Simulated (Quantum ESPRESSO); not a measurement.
# K (Im-3m): phonons by linear response, part 3 of 3

How does K (Im-3m) vibrate, and is this structure a minimum?

Quantum ESPRESSO 7.5; DFT LDA, scalar-relativistic, plane waves, PseudoDojo norm-conserving pseudopotentials.

So far, highest frequency (cm⁻¹): step 7 (dispersion) 84.2. The relaxed cell has a = 5.045 Å (conventional setting).

The database entry behind the starting cell lists a temperature near 5 K, so it need not match the best structure at ambient conditions.

## Step 8: Sums over the zone

Sums over the zone need many more wavevectors than were solved, so the interpolation is sampled on a dense mesh.

The input, matdyn.in:

```
&input
   asr = 'crystal'
   flfrc = 'x.fc'
   dos = .true.
   fldos = 'x.dos'
   nk1 = 13
   nk2 = 13
   nk3 = 13
   deltaE = 0.3
/
```

The run is started by

```sh
$ matdyn.x -in matdyn.in > matdyn.out
```

Numbers of over 12 decimals in the logs are rounded to 6 here.

The program printed:

```text
[banner, memory and clock lines left out]
Program MATDYN v.7.5

 mass for atomic type   1 not given; uses mass from file x.fc
 Norm of the difference between old and new effective charges:    0.000000

 Norm of the difference between old and new force-constants:   3.39915e-07

     Message from routine matdyn:
     Z* not found in file x.fc, TO-LO splitting at q=0 will be absent!

Note: The following floating-point exceptions are signalling: IEEE_UNDERFLOW_FLAG
```

Wall time 2.1 s (1 thread of Intel Xeon at 2.50GHz (Skylake/Cascade Lake), shared host).

This step gave:

| Property | Result |
| --- | --- |
| share of modes beyond 3i cm⁻¹ on the dense interpolated mesh | 0 |
| zero-point energy per atom | 10.07 meV |
| heat capacity at 300 K | 24.79 J/(mol atoms K) |
| vibrational entropy at 300 K | 60.72 J/(mol atoms K) |

Tetrahedra. Phonon density of states against wavenumber; read off at these points:

```
wavenumber (cm⁻¹)  phonon density of states (1/cm⁻¹/cell)
             0.00                                       0
             2.50                                  2.6e-4
             5.00                                  7.1e-4
             7.50                                 0.00132
            10.00                                 0.00244
            12.50                                 0.00479
            15.00                                 0.00875
            17.50                                  0.0159
            20.00                                  0.0250
            22.50                                  0.0283
            25.00                                  0.0305
            27.50                                  0.0343
            30.00                                  0.0394
            32.50                                  0.0437
            34.20                                  0.0499
            35.00                                  0.0491
            37.50                                  0.0380
            40.00                                  0.0357
            42.50                                  0.0341
            45.00                                  0.0339
            47.50                                  0.0353
            50.00                                  0.0386
            52.50                                  0.0491
            54.00                                  0.0566
            55.00                                  0.0534
            57.50                                  0.0522
            60.00                                  0.0502
            62.50                                  0.0471
            65.00                                  0.0421
            67.50                                  0.0403
            70.00                                  0.0430
            72.50                                  0.0446
            75.00                                  0.0602
            77.50                                   0.106
            78.30                                   0.149
            80.00                                  0.0686
            82.50                                  0.0289
```

Harmonic thermodynamic functions per atom, summed over the density of states scaled to three modes an atom; melting is ignored. Thermodynamic functions:

```
T (K)  F_vib (meV/atom)  S (J/mol-atom/K)  C_V (J/mol-atom/K)
    0             10.07                 0                   0
   50              6.09             18.55               20.16
  100             -7.86             33.93               23.58
  200            -52.66              50.7               24.59
  300            -110.8             60.72               24.79
  400            -177.6             67.86               24.86
  500            -250.9             73.41               24.89
  600            -329.4             77.95                24.9
  700            -412.2             81.79               24.91
  800            -498.7             85.12               24.92
  900            -588.5             88.05               24.93
 1000            -681.1             90.68               24.93
```

At 300 K the heat capacity has reached 99 % of the Dulong-Petit value.

## Step 9: The dispersion under another sum rule (asr simple)

The sum rule corrects the force constants themselves, so it can shift branches at any wavevector, low ones most.

The input, matdyn.in:

```
&input
   asr = 'simple'
   flfrc = 'x.fc'
   flfrq = 'x.freq'
   flvec = 'x.modes'
   q_in_band_form = .true.
   q_in_cryst_coord = .true.
/
8
  0.0000000   0.0000000   0.0000000   8  ! GAMMA
  0.5000000  -0.5000000   0.5000000   8  ! H
 -0.0000000  -0.0000000   0.5000000   8  ! N
  0.0000000   0.0000000   0.0000000   8  ! GAMMA
  0.2500000   0.2500000   0.2500000   8  ! P
  0.5000000  -0.5000000   0.5000000   1  ! H
  0.2500000   0.2500000   0.2500000   8  ! P
 -0.0000000  -0.0000000   0.5000000   1  ! N
```

The run is started by

```sh
$ matdyn.x -in matdyn.in > matdyn.out
```

The program printed:

```text
[banner, memory and clock lines left out]
Program MATDYN v.7.5

 mass for atomic type   1 not given; uses mass from file x.fc
     Message from routine matdyn:
     Z* not found in file x.fc, TO-LO splitting at q=0 will be absent!
     Message from routine matdyn:
     Z* not found in file x.fc, TO-LO splitting at q=0 will be absent!

Note: The following floating-point exceptions are signalling: IEEE_UNDERFLOW_FLAG
```

Run time: 0.66 s. Hardware: 1 thread.

At the labelled points the branches move by no more than 0.2 cm⁻¹.

## Step 10: Results

```
space group after relaxation                                       : Im-3m
volume per atom                                                    : 64.2 Å³
q mesh                                                             : 4×4×4
lowest mode on the q mesh (acoustic ones at the zone centre apart) : 12.3 cm⁻¹
zero-point energy per atom                                         : 10.1 meV
heat capacity at 300 K                                             : 24.8 J/(mol atoms K)
vibrational entropy at 300 K                                       : 60.7 J/(mol atoms K)
imaginary modes on the q mesh                                      : none
```

What this shows: K (Im-3m) is dynamically stable on the 4×4×4 mesh; its spectrum reaches 84 cm⁻¹. These are harmonic frequencies at zero temperature: anharmonic shifts and linewidths and thermal expansion are left out. In a metal the frequencies hang on the k mesh and the smearing, most of all near Kohn anomalies.

[Host names and launcher messages were left out of these logs when they were recorded.]

[Logs are printed without paths, hosts, clocks, repeated set-up lines and the standing remarks that a program may print on its own settings, such as how far it seeks lower states.]

[Hosts, paths, dates, database ids (printed as entryN), source tags and the programs' standing remarks are cut or masked in the printed files.]
